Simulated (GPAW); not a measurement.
```cif
data_ws2
_symmetry_space_group_name_H-M 'R3m:H'
_symmetry_Int_Tables_number 160
_cell_length_a 3.1580
_cell_length_b 3.1580
_cell_length_c 18.4900
_cell_angle_alpha 90.000
_cell_angle_beta 90.000
_cell_angle_gamma 120.000
_cell_volume 159.70
loop_
_atom_site_label
_atom_site_type_symbol
_atom_site_symmetry_multiplicity
_atom_site_Wyckoff_symbol
_atom_site_fract_x
_atom_site_fract_y
_atom_site_fract_z
_atom_site_occupancy
W1 W 3 a 0.00000 0.00000 0.00000 1
S1 S 3 a 0.66667 0.33333 0.08363 1
S2 S 3 a 0.33333 0.66667 0.24767 1
_calc_subject 'How the form of the self-energy moves the gap of WS2 (Tungstenite)'
_calc_method 'DFT, LDA, plane waves, PAW (and 3 further levels or steps)'
_calc_program 'GPAW 26.7.0'
_calc_settings_of_one_run 'cutoff 450 eV, GPAW PAW setups 1.2.1 data release, 6×6×6 k-mesh, nbands 254'
_calc_cost '6 runs, 64 min in all on 4 MPI ranks of Arm Neoverse V1, shared host (the runs of this entry)'
_calc_notes 'The cell and positions come from the Crystallography Open Database and are kept as given unless a step says otherwise. Limits: no spin-orbit coupling. Bands and cutoff are finite, so the gap is not at the basis limit. The miss can reach some tenths of an eV and take either sign; the mesh is an error of its own.'
_calc_g0w0_godby_needs_plasmon_pole '1.358 eV'
_calc_one_shot_hse06 '1.455 eV'
_calc_g0w0_extrapolated_in_the_cutoff '1.439 eV'
_calc_one_shot_pbe0 '2.119 eV'
_calc_g0w0_full_frequency_hilbert_transform '1.347 eV'
_calc_known_limits 'not at the basis limit; no spin-orbit coupling'
```

[Paths, hosts, dates, memory and timing lines, banners, echoed tables and standing remarks are left out of the program output.]

[Logs are printed without paths, hosts, clocks, repeated set-up lines and the standing remarks that a program may print on its own settings, such as how far it seeks lower states.]

[Runs of the session that timed out or met a known fault of the program may be left out.]

[Hosts, paths, dates, database ids (printed as entryN), source tags and the programs' standing remarks are cut or masked in the printed files.]
